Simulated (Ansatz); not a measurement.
**Molecular dynamics of amorphous Si0.9Ge0.1 (122 atoms)**

Wanted: a short trajectory of amorphous Si0.9Ge0.1 (122 atoms) with its pair distributions.

Main program and level: Ansatz 0.2.0; Kohn-Sham DFT, PBE, PAW (set soft_2), plane waves.

## Step 1: Starting point

The cell holds 122 atoms: 110 Si and 12 Ge. Its edges and angles: a = 13.617 Å, b = 13.617 Å, c = 13.617 Å, α = 90.0°, β = 90.0°, γ = 90.0°. 122 atoms (110 Si, 12 Ge) placed at random at 2.6 g/cm³, melted at 3500 K for 10 ps at fixed volume with the Tersoff potential (Tersoff, Phys. Rev. B 39, 5566 (1989)). Quenched from 3100 K to 500 K at 200 K/ps and fixed volume, annealed at 1200 K for 50 ps, held 5 ps.

Before any run, some limits are plain. The quench rate of 200 K/ps is many orders above laboratory rates, so the cell is likely richer in defects and strain than a real sample. The network of bonds at the start is that of the classical potential that made the cell. The Brillouin zone is sampled at Γ only, in a cell whose shortest periodic width is 14 Å.

## Step 2: Single point at the start

The forces at the start show how far the geometry lies from a minimum of this functional.

The input, input.yaml:

```yaml
crystal:
  lattice:
    - [13.6169, 0.0, 0.0]
    - [0.0, 13.6169, 0.0]
    - [0.0, 0.0, 13.6169]
  atoms:
    - { symbol: Si, position: [0.602, 0.54251, 0.06878] }
    - { symbol: Si, position: [0.97, 0.29914, 0.23991] }
    - { symbol: Si, position: [0.51134, 0.74648, 0.51514] }
    - { symbol: Si, position: [0.25599, 0.75685, 0.62712] }
    [... 112 atom lines left out ...]
    - { symbol: Ge, position: [0.83254, 0.28813, 0.95776] }
    - { symbol: Ge, position: [0.95548, 0.87013, 0.46438] }
    - { symbol: Ge, position: [0.8613, 0.9737, 0.57651] }
    - { symbol: Ge, position: [0.03975, 0.87406, 0.17787] }
    - { symbol: Ge, position: [0.81477, 0.30053, 0.46971] }
    - { symbol: Ge, position: [0.14591, 0.2937, 0.19834] }
kpoints:
  mp_grid: { grid: [1, 1, 1] }
hamiltonian:
  xc: pbe
scf:
  occupations: { method: fermi_dirac, width: 0.025 }
output:
  forces: true
  stress: true
```

Launch:

```console
$ ansatz run input.yaml --threads 4 --pin off --max-ram 8192MiB --backend cpu --events-out ev --progress --plain --runs-dir out
```

It took 29 s on 4 threads of Arm Neoverse V2, shared host; peak memory 3.1 GiB; 1.9 min of CPU time.

The run gave:

```
free energy            : -121437.7274 eV
free energy per atom   : -995.3912 eV/atom
SCF cycles             : 12
pressure               : -0.7801 GPa
r.m.s. force component : 0.5336 eV/Å
longest force          : 2.188 eV/Å
Fermi energy           : 6.484 eV
```

The r.m.s. force component of 0.53 eV/Å and the pressure of -0.78 GPa set the starting point.

Neighbours are counted within 2.88 Å (Si-Si), 2.93 Å (Si-Ge), 2.64 Å (Ge-Ge).

Length of the force by element and coordination:

| element | coordination | atoms | mean length of the force (eV/Å) | spread | least | most |
| --- | --- | --- | --- | --- | --- | --- |
| Ge | all | 12 | 1.03 | 0.541 | 0.442 | 2.19 |
| Ge | 3 | 1 | 0.442 | 0 | 0.442 | 0.442 |
| Ge | 4 | 9 | 1.06 | 0.567 | 0.546 | 2.19 |
| Ge | 5 | 2 | 1.16 | 0.339 | 0.826 | 1.50 |
| Si | all | 110 | 0.824 | 0.348 | 0.125 | 1.91 |
| Si | 3 | 1 | 0.503 | 0 | 0.503 | 0.503 |
| Si | 4 | 86 | 0.861 | 0.352 | 0.155 | 1.91 |
| Si | 5 | 22 | 0.714 | 0.298 | 0.125 | 1.17 |
| Si | 6 | 1 | 0.428 | 0 | 0.428 | 0.428 |

## Step 3: Dynamics at 600 K

A Nosé–Hoover thermostat steers the temperature while disturbing the dynamics little. The time step is 2.0 fs.

input.yaml, as its differences from that of step 2:

```diff
@@ -16 +16,8 @@
   stress: true
+md:
+  timestep: 2.0
+  n_steps: 100
+  ensemble: nvt_nose_hoover
+  temperature: 600
+  initial_velocities: maxwell_boltzmann
+  seed: 761
```

Run time: 26 min. Hardware: 4 threads; peak memory 3.4 GiB; 1.7 h of CPU time.

The program notes that the SCF threshold is loose for the stress and it switched symmetry off.

The trajectory, sampled:

```csv
time (fs),T (K),potential (meV/atom),conserved (meV/atom)
0.0,600,0.0,0.00
14.0,482,15.3,0.08
26.0,459,18.5,0.08
40.0,543,8.8,0.03
54.0,508,14.6,0.07
66.0,499,17.3,0.06
80.0,521,16.4,0.06
94.0,556,14.3,0.06
106.0,582,12.8,0.04
120.0,522,22.4,0.09
134.0,548,20.6,0.07
146.0,593,16.0,0.05
160.0,586,17.9,0.08
174.0,600,17.2,0.06
186.0,593,18.7,0.08
200.0,631,14.5,0.04
```

Mean square displacement from the first frame to the last: Si 0.18 Å², Ge 0.17 Å².

The mean square displacement by time lag:

```csv
time lag (fs),Ge (Å²),Si (Å²)
2.0,6.2e-5,2.0e-4
6.0,5.5e-4,0.00176
10.0,0.00152,0.00478
14.0,0.00293,0.00911
22.0,0.00697,0.0208
26.0,0.00952,0.0276
30.0,0.0124,0.0347
34.0,0.0155,0.0418
38.0,0.0188,0.0488
42.0,0.0222,0.0554
46.0,0.0259,0.0616
54.0,0.0334,0.0724
58.0,0.0373,0.0771
62.0,0.0412,0.0815
66.0,0.0452,0.0856
70.0,0.0493,0.0896
74.0,0.0534,0.0936
78.0,0.0575,0.0977
86.0,0.0659,0.107
90.0,0.0701,0.111
94.0,0.0742,0.116
100.0,0.0804,0.124
```

Over the second half of 200 fs the temperature averages 578 K, rising from about 558 to 606 K (means over the first and last quarter of that half). The conserved energy stays within 0.10 meV/atom. From first frame to last Si has the largest mean square displacement, 0.18 Å² at the end; the farthest move is 0.92 Å. The count of bonds goes from 256 in the first frame to 250 in the last, by one set of cutoffs: 12 pairs passed out of them and 6 came within. The run spans 0.20 ps, too short for its means to be equilibrium values.

## Step 4: Distances and neighbours late in the run

The g(r) is a mean over the second half; what follows it is taken at the last frame.

Bonds before and after, by the cutoffs listed below:

| pair | bonds before | bonds after | mean before (Å) | mean after (Å) | spread before (Å) | spread after (Å) |
| --- | --- | --- | --- | --- | --- | --- |
| Si-Si | 209 | 204 | 2.429 | 2.408 | 0.096 | 0.119 |
| Si-Ge | 45 | 44 | 2.482 | 2.532 | 0.133 | 0.135 |
| Ge-Ge | 2 | 2 | 2.455 | 2.533 | 0.013 | 0.046 |

Density 2.60 g/cm³, 20.70 Å³ an atom.

Mean of 14 frames. g(r), total and by pair (bins of 0.2 Å):

```
r (Å)  total  Si-Si  Si-Ge  Ge-Ge
 2.10   0.07   0.08   0.00   0.00
 2.30   2.73   3.11   1.19   0.00
 2.50   2.46   2.33   3.08   2.77
 2.70   0.43   0.30   1.01   0.67
 2.90   0.14   0.10   0.22   2.39
 3.10   0.31   0.27   0.51   0.00
 3.30   0.52   0.53   0.51   0.28
 3.50   1.01   1.00   1.00   0.98
 3.70   1.56   1.57   1.39   3.66
 3.90   1.74   1.80   1.36   3.46
 4.10   1.42   1.45   1.33   0.49
 4.30   1.05   1.07   1.01   0.11
 4.50   0.95   0.97   0.85   0.62
 4.70   0.88   0.89   0.86   0.81
 4.90   0.79   0.76   0.91   1.83
 5.10   0.76   0.76   0.72   1.31
 5.30   0.86   0.85   0.90   0.71
 5.50   0.98   0.99   0.95   0.59
 5.70   1.06   1.06   1.02   1.71
 5.90   1.06   1.06   1.07   0.56
 6.10   1.08   1.08   1.16   0.77
 6.30   1.02   0.99   1.15   1.28
 6.50   0.85   0.85   0.86   0.64
 6.70   1.00   1.03   0.88   1.08
```

Bonds by pair of elements; cutoffs follow the first minimum of g(r), held within bounds set by covalent radii, and pairs that aren't listed don't count as bonded:

```
pair A-B  cutoff (Å)  bonds  mean length (Å)  spread (Å)  shortest (Å)  B about A  A about B
   Si-Si        2.88    204             2.41       0.119          2.17       3.71       3.71
   Si-Ge        2.93     44             2.53       0.135          2.35        0.4       3.67
   Ge-Ge        2.68      2             2.53       0.046          2.49      0.333      0.333
```

How many atoms have how many bonded neighbours:

```
element  mean  3   4   5
     Ge     4  2   8   2
     Si  4.11  3  92  15
```

Bond angles, per cent of each kind in bins of 5°:

| angle (°) | Si-Si-Si | Ge-Si-Si | Si-Ge-Si | Ge-Ge-Si |
| --- | --- | --- | --- | --- |
| 45–50 | 0.3 | 0.0 | 0.0 | 0.0 |
| 50–55 | 0.3 | 0.0 | 4.8 | 0.0 |
| 55–60 | 0.0 | 3.1 | 0.0 | 0.0 |
| 60–65 | 0.0 | 1.6 | 1.6 | 0.0 |
| 65–70 | 0.2 | 2.3 | 0.0 | 0.0 |
| 70–75 | 0.7 | 1.6 | 1.6 | 0.0 |
| 75–80 | 1.2 | 1.6 | 0.0 | 0.0 |
| 80–85 | 4.0 | 6.2 | 3.2 | 20.0 |
| 85–90 | 4.0 | 6.2 | 4.8 | 0.0 |
| 90–95 | 6.5 | 7.8 | 6.3 | 0.0 |
| 95–100 | 10.6 | 12.5 | 3.2 | 20.0 |
| 100–105 | 15.7 | 7.8 | 12.7 | 20.0 |
| 105–110 | 13.4 | 13.3 | 17.5 | 0.0 |
| 110–115 | 11.3 | 7.0 | 12.7 | 10.0 |
| 115–120 | 10.6 | 7.8 | 6.3 | 30.0 |
| 120–125 | 6.5 | 7.0 | 7.9 | 0.0 |
| 125–130 | 4.9 | 3.9 | 1.6 | 0.0 |
| 130–135 | 4.0 | 4.7 | 6.3 | 0.0 |
| 135–140 | 3.0 | 1.6 | 4.8 | 0.0 |
| 140–145 | 0.7 | 0.8 | 4.8 | 0.0 |
| 145–150 | 0.5 | 0.0 | 0.0 | 0.0 |
| 150–155 | 0.5 | 0.8 | 0.0 | 0.0 |
| 155–160 | 0.3 | 0.8 | 0.0 | 0.0 |
| 160–165 | 0.5 | 0.8 | 0.0 | 0.0 |
| 165–170 | 0.0 | 0.8 | 0.0 | 0.0 |
| 170–175 | 0.2 | 0.0 | 0.0 | 0.0 |

Bond angles (no mean is given where the spread exceeds 20°):

```csv
angle,count,mean (°),spread (°)
Si-Si-Si,574,108,16.4
Ge-Si-Si,128,-,-
Si-Ge-Si,63,-,-
Ge-Ge-Si,10,103,12.9
Ge-Si-Ge,9,-,-
```

Bond length by coordination (bonds to H left out):

| element | coordination | atoms | mean bond length (Å) |
| --- | --- | --- | --- |
| Ge | 3 | 2 | 2.52 |
| Ge | 4 | 8 | 2.50 |
| Ge | 5 | 2 | 2.63 |
| Si | 3 | 3 | 2.42 |
| Si | 4 | 92 | 2.40 |
| Si | 5 | 15 | 2.50 |

Rings of the network by King's shortest-path rule, up to 12 atoms, one path for each pair of neighbours; H, halogens, alkali and alkaline-earth atoms are left out, and the last column divides by all other atoms, bonded or not:

```csv
ring size (atoms),rings,per network atom
3,6,0.049
4,15,0.123
5,54,0.443
6,104,0.852
7,62,0.508
8,10,0.082
```

With the cutoffs above, 67 % of Ge atoms have 4 and 84 % of Si atoms have 4 bonded neighbours. The Si-Si-Si angle averages 108° with a spread of 16°. Rings of 6 atoms are the most common (41 % of those counted); sizes run from 3 to 8.

## Step 5: Single point at the last frame

The last frame is solved again with fuller output, to read the electronic structure of a thermally displaced geometry.

The input, input.yaml:

```yaml
crystal:
  lattice:
    - [13.6169, 0.0, 0.0]
    - [0.0, 13.6169, 0.0]
    - [0.0, 0.0, 13.6169]
  atoms:
    - { symbol: Si, position: [0.56935, 0.51304, 0.06348] }
    - { symbol: Si, position: [0.97075, 0.27587, 0.22796] }
    - { symbol: Si, position: [0.52153, 0.72901, 0.50569] }
    - { symbol: Si, position: [0.25907, 0.7736, 0.63245] }
    [... 112 atom lines left out ...]
    - { symbol: Ge, position: [0.80874, 0.29625, 0.95503] }
    - { symbol: Ge, position: [0.97162, 0.83783, 0.44708] }
    - { symbol: Ge, position: [0.85606, 0.92845, 0.55569] }
    - { symbol: Ge, position: [0.04257, 0.89955, 0.19277] }
    - { symbol: Ge, position: [0.82946, 0.29967, 0.46292] }
    - { symbol: Ge, position: [0.14343, 0.31186, 0.21713] }
kpoints:
  mp_grid: { grid: [1, 1, 1] }
hamiltonian:
  xc: pbe
scf:
  occupations: { method: fermi_dirac, width: 0.025 }
output:
  forces: true
  stress: true
  populations: intrinsic
  dos:
    method: { smearing: { sigma: 0.1 } }
    de: 0.1
    projected: { site_lists: { Ge: [Ge], Si: [Si] } }
  eigenvalues: true
  write_density: true
  write_potential: true
  volumetric_format: npy
```

Run time: 42 s. Hardware: 4 threads; peak memory 3.2 GiB; 2.7 min of CPU time.

Read from the output:

| Item | Value |
| --- | --- |
| free energy | -121435.9535 eV |
| free energy per atom | -995.3767 eV/atom |
| SCF cycles | 9 |
| pressure | -0.04864 GPa |
| r.m.s. force component | 0.6832 eV/Å |
| longest force | 2.654 eV/Å |
| Fermi energy | 6.437 eV |
| levels partly filled by over 2 per cent | 2 |

Neighbours are counted within 2.88 Å (Si-Si), 2.93 Å (Si-Ge), 2.68 Å (Ge-Ge), the cutoffs taken from the dynamics.

Length of the force by element and coordination:

```csv
element,coordination,atoms,mean length of the force (eV/Å),spread,least,most
Ge,all,12,0.882,0.296,0.450,1.62
Ge,3,2,0.616,0.166,0.450,0.782
Ge,4,8,0.950,0.276,0.685,1.62
Ge,5,2,0.879,0.327,0.552,1.21
Si,all,110,1.08,0.531,0.118,2.65
Si,3,3,0.571,0.19,0.357,0.819
Si,4,92,1.08,0.527,0.315,2.65
Si,5,15,1.21,0.538,0.118,2.47
```

Intrinsic-atomic-orbital charges by element and coordination:

| element | coordination | atoms | mean charge (e) | spread | least | most |
| --- | --- | --- | --- | --- | --- | --- |
| Ge | all | 12 | -0.0409 | 0.0268 | -0.0887 | -0.0084 |
| Ge | 3 | 2 | -0.0236 | 0.0082 | -0.0319 | -0.0154 |
| Ge | 4 | 8 | -0.05 | 0.0285 | -0.0887 | -0.0084 |
| Ge | 5 | 2 | -0.0221 | 0.0018 | -0.0239 | -0.0203 |
| Si | all | 110 | 0.0045 | 0.0329 | -0.145 | 0.0791 |
| Si | 3 | 3 | -0.049 | 0.068 | -0.145 | -2.0e-4 |
| Si | 4 | 92 | 0.0058 | 0.0286 | -0.0508 | 0.0791 |
| Si | 5 | 15 | 0.007 | 0.0376 | -0.0513 | 0.0704 |

Density of states as counts of states in windows of 1 eV (from the Fermi level), total and the larger projections:

```
from (eV)  to (eV)  total  Si p  Si s  Ge p
      -18      -13    0.0   0.0   0.0   0.0
      -13      -12    2.8   0.2   2.2   0.0
      -12      -11   21.1   5.1  13.3   0.6
      -11      -10   29.5   8.3  18.0   0.8
      -10       -9   35.3  10.9  20.2   1.0
       -9       -8   37.3  12.9  20.4   1.4
       -8       -7   26.0  10.8  12.3   1.0
       -7       -6   35.1  16.4  15.3   1.3
       -6       -5   33.9  18.9  12.1   1.6
       -5       -4   39.6  29.1   6.8   2.7
       -4       -3   64.1  52.3   5.7   4.9
       -3       -2   64.6  52.8   4.8   5.6
       -2       -1   61.8  49.7   4.2   6.1
       -1        0   36.3  27.7   3.5   3.4
        0        1   35.6  22.1   6.6   3.5
        1        2   58.2  33.8  12.0   4.6
        2        3   74.4  43.8  12.1   5.2
```

Between -25 and -18 eV lie 120 more states.

The levels nearest the highest filled one (over half full), pooled over k-points and spins:

```csv
level less the highest filled one (eV),occupation
-0.334,2
-0.259,2
-0.237,2
-0.187,2
-0.103,1.99
0,1.49
0.0543,0.504
0.154,0.013
0.227,0.001
0.301,0
0.329,0
0.407,0
```

Mean intrinsic-atomic-orbital charges: Ge -0.04, Si +0.00 e. Charges this small depend on the projection, at times even in sign. Within 0.4 eV of the Fermi level the largest share is Si p (72 % of the projected weight).

## Step 6: Summary of results

```json
{
 "mean temperature, second half": "578.1 K",
 "temperature swing, second half": "29.49 K",
 "mean pressure, second half": "0.1259 GPa",
 "slope of the conserved energy against time, by least squares": "0.1111 meV/atom/ps",
 "free energy per atom": "-995.3767 eV/atom",
 "pressure": "-0.04864 GPa",
 "r.m.s. force component": "0.6832 eV/Å",
 "wall time of the 3 DFT runs": "27 min"
}
```

Over the second half of 200 fs the temperature averages 578 K, rising from about 558 to 606 K (means over the first and last quarter of that half). The conserved energy stays within 0.10 meV/atom. The count of bonds goes from 256 in the first frame to 250 in the last, by one set of cutoffs: 12 pairs passed out of them and 6 came within. The run spans 0.20 ps, too short for its means to be equilibrium values. With the cutoffs above, 67 % of Ge atoms have 4 and 84 % of Si atoms have 4 bonded neighbours. Counting bands leaves a spacing of only 0.054 eV (at Γ alone), which the smearing bridges: 2 levels are partly filled by over 2 %, so a gap, if any, is small at this level.

What to keep in mind: The starting topology of bonds comes from the classical model; in DFT 12 of its 256 bonded pairs passed out of the cutoffs and 6 came within them. The pressure of a single frame lacks the kinetic term, about 0.39 GPa here.

[Logs are printed without paths, hosts, clocks, repeated set-up lines and the standing remarks that a program may print on its own settings, such as how far it seeks lower states.]

[Hosts, paths, dates, database ids (printed as entryN), source tags and the programs' standing remarks are cut or masked in the printed files.]
